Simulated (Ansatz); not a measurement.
**Photoemission of Si(111) with CH3 on 50 % of the top atoms and H on the rest**

What would XPS and angle-resolved spectra of Si(111) with CH3 on 50 % of the top atoms and H on the rest look like?

Program: Ansatz 0.2.0. Level of theory: DFT, PBE, plane-wave PAW, scalar-relativistic; PAW set soft_1. Results are calculated unless marked as measured.

## (1) Set-up

The cell holds 38 atoms: 12 H, 2 C and 24 Si. Its edges and angles: a = 7.679 Å, b = 7.679 Å, c = 24.694 Å, α = 90.0°, β = 90.0°, γ = 60.0°. It derives from Si. How the cell was made: terminated face; group: CH3; share of top atoms: 0.5; rest: H; oxygen in back bonds: 0; lower face: H. Regions: ad, 10 atoms (2 C and 8 H); L1, 4 atoms (4 Si); L2, 4 atoms (4 Si); L3, 4 atoms (4 Si); mid, 4 atoms (4 Si); rest, 12 atoms (8 Si and 4 H). Vacuum lies along c.

## (2) Relaxing the atoms

The cut or typed positions aren't at rest, and spectra shift with geometry, so the relaxation comes first. 12 atoms are held to stand for the bulk. A dipole correction cancels the field between unlike faces.

input.yaml

```yaml
crystal:
  lattice:
    - [7.6791796437, 0.0, 0.0]
    - [3.8395898218, 6.6503646517, 0.0]
    - [0.0, 0.0, 24.6937769138]
  atoms:
    - { symbol: H, position: [0.134128911, 0.0, 0.71652777] }
    - { symbol: H, position: [0.866673032, 0.133827248, 0.71652777] }
    - { symbol: H, position: [0.00050028, 0.866172752, 0.71652777] }
    - { symbol: H, position: [0.634128911, 0.0, 0.71652777] }
    - { symbol: H, position: [0.366673032, 0.133827248, 0.71652777] }
    - { symbol: H, position: [0.50050028, 0.866172752, 0.71652777] }
    - { symbol: C, position: [0.0, 0.0, 0.701949199] }
    - { symbol: C, position: [0.5, 0.0, 0.701949199] }
    - { symbol: H, position: [0.0, 0.5, 0.683725984] }
    - { symbol: H, position: [0.5, 0.5, 0.683725984] }
    - { symbol: Si, position: [0.0, 0.0, 0.628246419] }
    - { symbol: Si, position: [0.5, 0.0, 0.628246419] }
    - { symbol: Si, position: [0.0, 0.5, 0.628246419] }
    - { symbol: Si, position: [0.5, 0.5, 0.628246419] }
    - { symbol: Si, position: [0.833333333, 0.333333333, 0.596507532] }
    - { symbol: Si, position: [0.333333333, 0.333333333, 0.596507532] }
    - { symbol: Si, position: [0.833333333, 0.833333333, 0.596507532] }
    - { symbol: Si, position: [0.333333333, 0.833333333, 0.596507532] }
    - { symbol: Si, position: [0.833333333, 0.333333333, 0.501290872] }
    - { symbol: Si, position: [0.333333333, 0.333333333, 0.501290872] }
    - { symbol: Si, position: [0.833333333, 0.833333333, 0.501290872] }
    - { symbol: Si, position: [0.333333333, 0.833333333, 0.501290872] }
    - { symbol: Si, position: [0.166666667, 0.166666667, 0.469551985] }
    - { symbol: Si, position: [0.666666667, 0.166666667, 0.469551985] }
    - { symbol: Si, position: [0.166666667, 0.666666667, 0.469551985] }
    - { symbol: Si, position: [0.666666667, 0.666666667, 0.469551985] }
    - { symbol: Si, position: [0.166666667, 0.166666667, 0.374335324] }
    - { symbol: Si, position: [0.666666667, 0.166666667, 0.374335324] }
    - { symbol: Si, position: [0.166666667, 0.666666667, 0.374335324] }
    - { symbol: Si, position: [0.666666667, 0.666666667, 0.374335324] }
    - { symbol: Si, position: [0.0, 0.0, 0.342596438] }
    - { symbol: Si, position: [0.5, 0.0, 0.342596438] }
    - { symbol: Si, position: [0.0, 0.5, 0.342596438] }
    - { symbol: Si, position: [0.5, 0.5, 0.342596438] }
    - { symbol: H, position: [0.0, 0.0, 0.28347223] }
    - { symbol: H, position: [0.5, 0.0, 0.28347223] }
    - { symbol: H, position: [0.0, 0.5, 0.28347223] }
    - { symbol: H, position: [0.5, 0.5, 0.28347223] }
kpoints:
  mp_grid: { grid: [3, 3, 1] }
scf:
  occupations: { method: fermi_dirac, width: 0.02 }
  n_extra_bands: 26
hamiltonian:
  xc: pbe
  pseudopotentials: { kind: paw, azcp: { folder: soft_1 } }
output:
  forces: true
  write_potential: true
  volumetric_format: []
efield:
  axis: 3
  dipole_correction: true
relax:
  f_tol: 0.03
  max_steps: 70
  constraints: [{ sites: [26, 27, 28, 29, 30, 31, 32, 33, 34, 35, 36, 37] }]
```

Launch:

```
$ ansatz run input.yaml --threads 4 --pin off --max-ram 11264MiB --backend cpu --events-out ev --progress --plain --runs-dir out
```

Numbers of over 12 decimals in the logs are rounded to 6 here.

Log:

```text
scf.n_extra_bands = 26 over 58 filled bands (N_el = 116.0): the run solves 84 bands
Engine: ansatz 0.2.0, aarch64-unknown-linux-gnu
Pseudopotentials: kind: paw
Pseudopotential: H, paw, valence charge 1, recommended cutoff 420 eV (normal), soft_1/H.paw.azcp
Pseudopotential: C, paw, valence charge 4, recommended cutoff 420 eV (normal), soft_1/C.paw.azcp
Pseudopotential: Si, paw, valence charge 4, recommended cutoff 420 eV (normal), soft_1/Si.paw.azcp
Functional definition: PBE
  parameter kappa = 0.804
  parameter beta = 0.066725
  exchange = pbe_x(kappa = kappa, mu = beta*pi^2/3)
  correlation = pbe_c(beta = beta)
Crystal: 38 atoms, lattice volume = 1261.095 Å³
Basis set: ecut = 420 eV, 24641 PW (Γ), exchange–correlation on 108×108×360 points (8 copies of the dense FFT grid, shifted against one another)
Bands: 84, of which v1, the nominal top of the filled ones, is band 58 counted from 1 (57 counted from 0)
Symmetry: 2 space group operations
Space group: P1 (ITA 1), of the structure as read, at distance tolerance 1.1e-4 Å
k-points: 5 of 9 (time reversal used)
Non-local potential: H, projectors of the file, l = 0: 2, l = 1: 1
Non-local potential: C, projectors of the file, l = 0: 2, l = 1: 2, l = 2: 1
Non-local potential: Si, projectors of the file, l = 0: 2, l = 1: 2, l = 2: 1
PAW form: soft (Blöchl's): semilocal exchange-correlation on the pseudo side does not see the compensation charge
PAW one-centre angular grid: H, 110 points (default); XC on 64 Gauss nodes
PAW one-centre angular grid: C, 110 points (default); XC on 64 Gauss nodes
PAW one-centre angular grid: Si, 110 points (default); XC on 64 Gauss nodes
Initial density: superposition of atomic densities (neutral atoms: chi_scale 0, normalization atom)
Initial wavefunctions: pseudopotential atomic-orbital guess
Functional: x = pbe(κ = 0.804, μ = 0.219515), c = pbe(β = 0.066725)
SCF iter   1: F=—  HF=-15962.600227 eV  |F-HF|=—  |Δ(HF+E_count)|=         —  Δρ=4.98e-2  dr2=3.39e1  ethr=3.10e-3  p=-0.000 e·Å  D=-2.01e-8 V/Å  ΔV_dip=0.00 eV  dr2_dipole=3.53e-3  V_vac-E_F(+/−)=6.33/6.33 eV  ⟨swp⟩=9.8  Hψ=2635  notcnv=0  defer=29
efield: sawtooth ramp at fractional position 0.9500 (placed from the atoms, in the widest stretch of the axis that holds none; the zero of the levels goes with the place), width 0.1000; the density the first Hamiltonian is built on has a dipole p = -0.000 e·Å; the dipole correction subtracts the counter field D = -2.01e-8 V/Å, which shifts the + side's vacuum level by +0.00 eV against the − side's; the planar-averaged density in the ramp window peaks in size at 2.8e-6 e/Å³
preconditioner: auto → Resta (q_TF=auto, 1.833 Å⁻¹)  ε∞=2.7  [insulator: Δε(μ)=1.409 eV  Ē_g=8.587 eV  σ=0.020 eV  W_gap=1.00  n_scr=134 (ndim 8)  ℏωp=11.1 eV  f_vac=0.464  D(μ)=0.00/eV (n_scr^D=0)  ε∞_Penn≈2.7  vacuum switching on, ρ_ref=5.3e-3 e/Å³]
SCF iter   2: F=—  HF=-15953.641269 eV  |F-HF|=—  |Δ(HF+E_count)|=    8.96e0  Δρ=2.24e-2  dr2=5.91e0  ethr=3.10e-3  p=-0.011 e·Å  D=-1.65e-3 V/Å  ΔV_dip=0.04 eV  dr2_dipole=6.03e-2  V_vac-E_F(+/−)=5.61/5.57 eV  ⟨swp⟩=3.2  Hψ=1022  notcnv=0  defer=100
SCF iter   3: F=—  HF=-15952.189910 eV  |F-HF|=—  |Δ(HF+E_count)|=    1.45e0  Δρ=6.24e-3  dr2=1.03e0  ethr=3.10e-3  p=0.300 e·Å  D=4.31e-2 V/Å  ΔV_dip=-1.06 eV  dr2_dipole=1.36e-1  V_vac-E_F(+/−)=3.75/4.81 eV  ⟨swp⟩=3.2  Hψ=713  notcnv=0  defer=102
SCF iter   4: F=—  HF=-15952.091770 eV  |F-HF|=—  |Δ(HF+E_count)|=   9.81e-2  Δρ=1.90e-3  dr2=4.21e-1  ethr=8.87e-4  p=0.006 e·Å  D=8.18e-4 V/Å  ΔV_dip=-0.02 eV  dr2_dipole=1.97e-1  V_vac-E_F(+/−)=4.05/4.07 eV  ⟨swp⟩=4.0  Hψ=1047  notcnv=0  defer=91
SCF iter   5: F=—  HF=-15952.035850 eV  |F-HF|=—  |Δ(HF+E_count)|=   5.59e-2  Δρ=1.10e-3  dr2=2.22e-2  ethr=3.63e-4  p=0.203 e·Å  D=2.92e-2 V/Å  ΔV_dip=-0.72 eV  dr2_dipole=1.96e-3  V_vac-E_F(+/−)=3.60/4.32 eV  ⟨swp⟩=3.8  Hψ=813  notcnv=0  defer=91
SCF iter   6: F=—  HF=-15952.043245 eV  |F-HF|=—  |Δ(HF+E_count)|=   7.40e-3  Δρ=4.86e-4  dr2=4.96e-3  ethr=1.92e-5  p=0.183 e·Å  D=2.62e-2 V/Å  ΔV_dip=-0.65 eV  dr2_dipole=1.66e-4  V_vac-E_F(+/−)=3.53/4.18 eV  ⟨swp⟩=3.4  Hψ=592  notcnv=0  defer=91
SCF iter   7: F=—  HF=-15952.045164 eV  |F-HF|=—  |Δ(HF+E_count)|=   1.92e-3  Δρ=9.21e-5  dr2=1.86e-4  ethr=4.27e-6  p=0.191 e·Å  D=2.75e-2 V/Å  ΔV_dip=-0.68 eV  dr2_dipole=1.15e-5  V_vac-E_F(+/−)=3.50/4.18 eV  ⟨swp⟩=2.0  Hψ=649  notcnv=0  defer=91
SCF iter   8: F=—  HF=-15952.045256 eV  |F-HF|=—  |Δ(HF+E_count)|=   9.29e-5  Δρ=3.26e-5  dr2=2.29e-5  ethr=1.60e-7  p=0.189 e·Å  D=2.72e-2 V/Å  ΔV_dip=-0.67 eV  dr2_dipole=7.81e-7  V_vac-E_F(+/−)=3.50/4.17 eV  ⟨swp⟩=2.0  Hψ=619  notcnv=0  defer=91
SCF iter   9: F=-15952.045265 eV  HF=-15952.045264 eV  |F-HF|=8.71e-7  |Δ(HF+E_count)|=   7.98e-6  Δρ=8.45e-6  dr2=8.80e-7  ethr=1.94e-8  p=0.190 e·Å  D=2.72e-2 V/Å  ΔV_dip=-0.67 eV  dr2_dipole=1.56e-8  V_vac-E_F(+/−)=3.50/4.17 eV  ⟨swp⟩=12.8  Hψ=3854  notcnv=0
SCF 1 converged in 9 iterations: F = -15952.045265 eV  dr2 = 8.80e-7
  greatest PAW one-centre occupation: 0.660 electrons in one spin orbital (limit 2), on the C atom at site 7 (counted from 0), in its partial waves of l = 0
relax step   1: F+E_penalty+E_count = -15952.04526534 eV  Δ(F+E_penalty+E_count) = +0.000e0 eV  max|allowed force component| = 2.986e0 eV/Å  Δτ_max = 0.0000 Å  (9 SCF iters, dr2 threshold 2.25e-5 eV, accepted)
Initial density: handed on by an earlier stage of this run
Initial wavefunctions: those handed on with the density
iter 1 solved again at ethr=5.77e-4 eV; its pass at ethr=3.10e-3 eV (dr2=6.69e-1 eV) is discarded
SCF iter   1: F=—  HF=-15952.670583 eV  |F-HF|=—  |Δ(HF+E_count)|=         —  Δρ=9.83e-3  dr2=6.91e-1  ethr=5.77e-4  p=0.190 e·Å  D=2.72e-2 V/Å  ΔV_dip=-0.67 eV  dr2_dipole=3.47e-3  V_vac-E_F(+/−)=3.47/4.14 eV  ⟨swp⟩=1.0  Hψ=1843  notcnv=0  defer=86
efield: sawtooth ramp at fractional position 0.9500 (handed on by an earlier solve), width 0.1000; the density the first Hamiltonian is built on has a dipole p = 0.190 e·Å; the dipole correction subtracts the counter field D = 2.72e-2 V/Å, which shifts the + side's vacuum level by -0.67 eV against the − side's; the planar-averaged density in the ramp window peaks in size at 3.3e-6 e/Å³
preconditioner: auto → Resta (q_TF=auto, 1.833 Å⁻¹)  ε∞=2.8  [insulator: Δε(μ)=1.063 eV  Ē_g=8.362 eV  σ=0.020 eV  W_gap=1.00  n_scr=134 (ndim 8)  ℏωp=11.3 eV  f_vac=0.489  D(μ)=0.00/eV (n_scr^D=0)  ε∞_Penn≈2.8  vacuum switching on, ρ_ref=5.1e-3 e/Å³]
[...]
SCF iter   6: F=-15952.657255 eV  HF=-15952.657255 eV  |F-HF|=2.91e-8  |Δ(HF+E_count)|=   1.74e-8  Δρ=1.44e-6  dr2=3.43e-8  ethr=8.62e-11  p=0.138 e·Å  D=1.97e-2 V/Å  ΔV_dip=-0.49 eV  dr2_dipole=1.06e-9  V_vac-E_F(+/−)=3.63/4.12 eV  ⟨swp⟩=11.0  Hψ=2991  notcnv=0
SCF 6 converged in 6 iterations: F = -15952.657255 eV  dr2 = 3.43e-8
relax step   6: F+E_penalty+E_count = -15952.65725485 eV  Δ(F+E_penalty+E_count) = -1.540e-4 eV  max|allowed force component| = 8.177e-3 eV/Å  Δτ_max = 0.0132 Å  (6 SCF iters, accepted)
NSCF: frozen V_eff on 5 k-points
the band table was solved once a step of the walk had ended and its energy, with any forces and stress, was formed, with the checks that follow a solve (3179 applications of the Hamiltonian). They found nothing against the state; the energy, forces and stress were not computed again (output.eigenvalues in the input reference)
WARN: The output density's exchange-correlation potential varies sharply where the density is thin. Do not read a vacuum level from v_tot or v_xc, or from such a field of the output density. On a cell that repeats whose density bears no net charge and no dipole along the vacuum's axis use v_es (v_loc + v_h of the components); under efield.dipole_correction with no amplitude use v_es + v_field, which holds any externa [...]
SCF converged after 6 iterations
Free energy (F): -15952.657255 eV
Harris-Foulkes:  -15952.657255 eV  (|F-HF|=2.91e-8)
Internal energy: -15952.657255 eV  (E = F + TS)
E sigma→0 (E₀):  -15952.657255 eV
Fermi energy:    0.459337 eV
Dipole field:    D = 0.019754 V/Å  (p = 0.137669 e·Å, saw-weighted, corrected)
Work function:   Φ+ = 3.6328 eV   Φ− = 4.1206 eV
Levels:          The Fermi level and band energies are counted from a zero that moves with the ramp; work functions are not
--- Per-component energies (eV) ---
  E_band       = -617.739846
  E_kinetic    = 1314.874920
  E_local      = -30202.247733  (includes V_loc(G=0)·N_el)
  E_nonlocal   = 601.437710
  E_hartree    = 14564.784229
  E_xc         = -1553.507241
  E_vxc        = -1395.983711  (∫ρ·V_xc dr)
  E_paw        = -12486.844677  (= ΣΔE_a)
  E_vpaw       = -64.786236  (= ΣTr[D̂ρ^β])
  E_aug_tail   = -0.011692  (compensation charges beyond the density's cutoff)
  E_efield     = 0.001360  (sawtooth field / dipole correction)
  E_vefield    = -0.578957  (∫n·V_field dr)
  E_ewald      = 11808.855868
  E_smearing   = -0.000000  (= −TS)
  E_closure    = 0.000000  (closes the sum)
  Σ components = -15952.657255   (vs F -15952.657255, Δ=0.00e0)
--- Forces (eV/Å), atoms counted from 1 ---
  atom   1  H     -0.00108752    -0.00002176    -0.00289648
  atom   2  H     -0.00076837    -0.00387401     0.00117356
  atom   3  H     -0.00139351     0.00103808     0.00817674
  atom   4  H     -0.00108752    -0.00002176    -0.00289648
  atom   5  H     -0.00076837    -0.00387401     0.00117356
  atom   6  H     -0.00139351     0.00103808     0.00817674
  atom   7  C     -0.00116035    -0.00312031    -0.00631875
  atom   8  C     -0.00116035    -0.00312031    -0.00631875
  atom   9  H     -0.00056650     0.00197182     0.00002311
  atom  10  H     -0.00056650     0.00197182     0.00002311
  atom  11  Si     0.00462019     0.00790375    -0.00006492
  atom  12  Si     0.00462019     0.00790375    -0.00006492
  atom  13  Si     0.00044323    -0.00361260    -0.00090292
  atom  14  Si     0.00044323    -0.00361260    -0.00090292
  atom  15  Si    -0.00070098     0.00036953    -0.00210118
  atom  16  Si    -0.00070098     0.00036953    -0.00210118
  atom  17  Si     0.00020966    -0.00025114     0.00445747
  atom  18  Si     0.00020966    -0.00025114     0.00445747
  atom  19  Si     0.00030431     0.00021425    -0.00012034
  atom  20  Si     0.00030431     0.00021425    -0.00012034
  atom  21  Si     0.00040743     0.00012970    -0.00034920
  atom  22  Si     0.00040743     0.00012970    -0.00034920
  atom  23  Si     0.00003187     0.00087231     0.00020948
  atom  24  Si     0.00003187     0.00087231     0.00020948
  atom  25  Si    -0.00018299    -0.00085690     0.00054668
  atom  26  Si    -0.00018299    -0.00085690     0.00054668
  atom  27  Si     0.00149108    -0.00094277    -0.08750204
  atom  28  Si     0.00149108    -0.00094277    -0.08750204
  atom  29  Si    -0.00165447     0.00002026    -0.06308170
  atom  30  Si    -0.00165447     0.00002026    -0.06308170
  atom  31  Si    -0.00053100     0.00016559     0.84754295
  atom  32  Si    -0.00053100     0.00016559     0.84754295
  atom  33  Si     0.00058673    -0.00000708     0.84836711
  atom  34  Si     0.00058673    -0.00000708     0.84836711
  atom  35  H      0.00037057    -0.00044228    -0.77359915
  atom  36  H      0.00037057    -0.00044228    -0.77359915
  atom  37  H     -0.00043490     0.00041417    -0.77352762
  atom  38  H     -0.00043490     0.00041417    -0.77352762
  max |Σ_I F_I| component: 6.56e-5 eV/Å
--- Band table (eV; the first three rows and the last of 5) ---
  k-point 0: bands = [... 54 lower, -0.5338, -0.5229, -0.0975, -0.0885, 1.0095, 1.0221, 1.0332, 1.5848, ... 22 higher]
  k-point 1: bands = [... 54 lower, -1.3569, -1.1286, -1.0115, -0.4865, 1.1660, 1.7784, 1.8880, 1.9312, ... 22 higher]
  k-point 2: bands = [... 54 lower, -1.3394, -1.1291, -1.0279, -0.4943, 1.1714, 1.7811, 1.8925, 1.9197, ... 22 higher]
  k-point 4: bands = [... 54 lower, -1.9502, -1.3009, -1.2745, -1.2578, 2.2547, 2.4296, 2.4436, 2.5081, ... 22 higher]
--- Relaxed structure (6 steps of the walk, 6 accepted, 0 SCFs on fresh bases) ---
  F+E_penalty+E_count = -15952.65725485 eV   max|allowed force component| = 8.177e-3 eV/Å
  atoms:
    - { symbol: H, position: [0.100516, 0.050480, 0.724076] }
    - { symbol: H, position: [0.847894, 0.103286, 0.723845] }
    - { symbol: H, position: [0.048906, 0.849048, 0.724103] }
    - { symbol: H, position: [0.600516, 0.050480, 0.724076] }
    - { symbol: H, position: [0.347894, 0.103286, 0.723845] }
    - { symbol: H, position: [0.548906, 0.849048, 0.724103] }
    - { symbol: C, position: [-0.000696792, 0.000443819, 0.708301] }
    - { symbol: C, position: [0.499303, 0.000443819, 0.708301] }
    - { symbol: H, position: [0.000744517, 0.499275, 0.689497] }
    - { symbol: H, position: [0.500745, 0.499275, 0.689497] }
    - { symbol: Si, position: [-9.325233707225015e-5, -0.000678506, 0.631117] }
    - { symbol: Si, position: [0.499907, -0.000678506, 0.631117] }
    - { symbol: Si, position: [0.0001905, 0.500535, 0.628384] }
    - { symbol: Si, position: [0.500190, 0.500535, 0.628384] }
    - { symbol: Si, position: [0.834921, 0.331111, 0.597886] }
    - { symbol: Si, position: [0.334921, 0.331111, 0.597886] }
    - { symbol: Si, position: [0.831788, 0.835479, 0.597954] }
    - { symbol: Si, position: [0.331788, 0.835479, 0.597954] }
    - { symbol: Si, position: [0.833620, 0.332955, 0.502250] }
    - { symbol: Si, position: [0.333620, 0.332955, 0.502250] }
    - { symbol: Si, position: [0.833111, 0.833536, 0.502319] }
    - { symbol: Si, position: [0.333111, 0.833536, 0.502319] }
    - { symbol: Si, position: [0.166787, 0.166558, 0.469869] }
    - { symbol: Si, position: [0.666787, 0.166558, 0.469869] }
    - { symbol: Si, position: [0.166605, 0.666614, 0.469998] }
    - { symbol: Si, position: [0.666605, 0.666614, 0.469998] }
    - { symbol: Si, position: [0.166667, 0.166666667, 0.374335324] }
    - { symbol: Si, position: [0.666667, 0.166666667, 0.374335324] }
    - { symbol: Si, position: [0.166666667, 0.666666667, 0.374335324] }
    - { symbol: Si, position: [0.666666667, 0.666666667, 0.374335324] }
    - { symbol: Si, position: [0.0, 0.0, 0.342596438] }
    - { symbol: Si, position: [0.5, 0.0, 0.342596438] }
    - { symbol: Si, position: [0.0, 0.5, 0.342596438] }
    - { symbol: Si, position: [0.5, 0.5, 0.342596438] }
    - { symbol: H, position: [0.0, 0.0, 0.28347223] }
    - { symbol: H, position: [0.5, 0.0, 0.28347223] }
    - { symbol: H, position: [0.0, 0.5, 0.28347223] }
    - { symbol: H, position: [0.5, 0.5, 0.28347223] }
```

The job ended after 72 s (4 threads of Arm Neoverse V2, shared host; peak memory 2.3 GiB).

Step by step:

```csv
step,energy less that of the first step (eV),largest force component (eV/Å)
1,0.0000,2.9863
2,-0.4938,1.1624
3,-0.5841,0.6169
4,-0.6118,0.0419
5,-0.6118,0.0433
6,-0.6120,0.0082
```

Forces are held to the 2 operations that the run works with; a distortion that breaks them can't arise in this run.

The atoms that moved most (Å):

| atom | dx | dy | dz | length |
| --- | --- | --- | --- | --- |
| H1 | -0.064 | 0.336 | 0.186 | 0.389 |
| H4 | -0.064 | 0.336 | 0.186 | 0.389 |
| H5 | -0.261 | -0.203 | 0.181 | 0.377 |
| H2 | -0.261 | -0.203 | 0.181 | 0.377 |
| H6 | 0.306 | -0.114 | 0.187 | 0.376 |
| H3 | 0.306 | -0.114 | 0.187 | 0.376 |
| C7 | -0.004 | 0.003 | 0.157 | 0.157 |
| C8 | -0.004 | 0.003 | 0.157 | 0.157 |

Numbers from this step:

```yaml
free_energy: -15952.6573 eV
fermi_energy: 0.4593 eV
symmetry_operations: 2
gap_on_the_k_mesh: 1.098 eV
ionisation_potential_upper_face: 4.181 eV
upper_vacuum_level_less_the_lowest_empty_level_kohn_sham_affinity: 3.083 eV
ionisation_potential_lower_face: 4.668 eV
```

The relaxation ends 16 meV an atom lower, with a largest force component of 0.0082 eV/Å on the free atoms.

(Continued in part 2 of 4.)

[Logs are printed without paths, hosts, clocks, repeated set-up lines and the standing remarks that a program may print on its own settings, such as how far it seeks lower states.]

[Hosts, paths, dates, database ids (printed as entryN), source tags and the programs' standing remarks are cut or masked in the printed files.]

[Maps of the electrostatic potential energy from Ansatz leave out the sawtooth potential of an applied field or a dipole correction, so their vacuum need not be flat; work functions include it.]
